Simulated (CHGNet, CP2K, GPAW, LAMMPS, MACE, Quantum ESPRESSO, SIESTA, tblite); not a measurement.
# Predicting plane-wave site energies from MACE MP-0b3 medium: In in place of Ga in amorphous 32Ga2O3-68GeO2 (mol %) (69 atoms)

Density of this cell: 4.16 g/cm³. The cell holds 69 atoms: 12 Ga, 13 Ge and 44 O. Its edges and angles: a = 9.971 Å, b = 9.971 Å, c = 9.971 Å, α = 90.0°, β = 90.0°, γ = 90.0°. 69 atoms (12 Fe, 13 Ge, 44 O) placed at random at 3.95 g/cm³, melted at 5000 K for 10 ps at fixed volume with the Morse and Coulomb pair potential with partial charges (Pedone, Malavasi, Menziani, Cormack and Segre, J. Phys. Chem. B 110, 11780 (2006)). Quenched from 5000 K to 300 K at 20 K/ps and fixed volume, held 5 ps, then minimised at fixed cell. Then Fe was replaced by Ga and the cell scaled by 1.006 (the potential has no terms for the new elements, so the cell is a start for a DFT relaxation). Then the atoms were relaxed with MACE MP-0b3 medium in the fixed cell.

Calculated with Quantum ESPRESSO 7.5: PBE; plane waves, SSSP efficiency, 70/560 Ry; k-points Γ. The cheaper level is MACE MP-0b3 medium, trained on PBE(+U) plane-wave data, no dispersion term. Each row is one cell with In in place of Ga, relaxed with MACE MP-0b3 medium; both levels solve the same cells, and energies are counted from site Ga9 at each level.

```
energy from MACE MP-0b3 medium (eV)  energy from plane waves (eV)  site
                              0.000                             0   Ga9
                              0.076                      -0.02972  Ga10
                              0.261                             ?     ?
                              0.419                        0.3995   Ga5
                              0.748                        0.6466   Ga1
```

**Question.** Fit a straight line to the rows given and interpolate to the withheld row.

**Working.**

Take u as the energy from MACE MP-0b3 medium and v as that from plane waves.

```
   u (eV)      v (eV)
        0           0
0.0756020  -0.0297210
 0.418724    0.399547
 0.748092    0.646621
```

With n = 4: mean u = 0.310605, mean v = 0.254112, Σ(u − ū)² = 0.35479, Σ(u − ū)(v − v̄) = 0.33307. Slope b = 0.33307 / 0.35479 = 0.93880; intercept a = v̄ − b ū = -0.037482.

At the withheld site u = 0.2611, and v = a + b u.

Prediction at 0.261: 0.2076 eV. The run gave 0.1980 eV, so the fit is high by 0.0096 eV (4.9 % of the value).

The slope of 0.94 says that MACE MP-0b3 medium spreads the sites about as widely as plane waves do. Taken as it stands, without the line, its value misses the withheld site by 0.063 eV. Among the rows given, the largest miss of the fit is at 0.076, by 0.063 eV (9.3 % of the range of the table).

Limits: Few sites, one cell. The geometries are those of MACE MP-0b3 medium, not of DFT.

[Logs are printed without paths, hosts, clocks, repeated set-up lines and the standing remarks that a program may print on its own settings, such as how far it seeks lower states.]

[Hosts, paths, dates, database ids (printed as entryN), source tags and the programs' standing remarks are cut or masked in the printed files.]
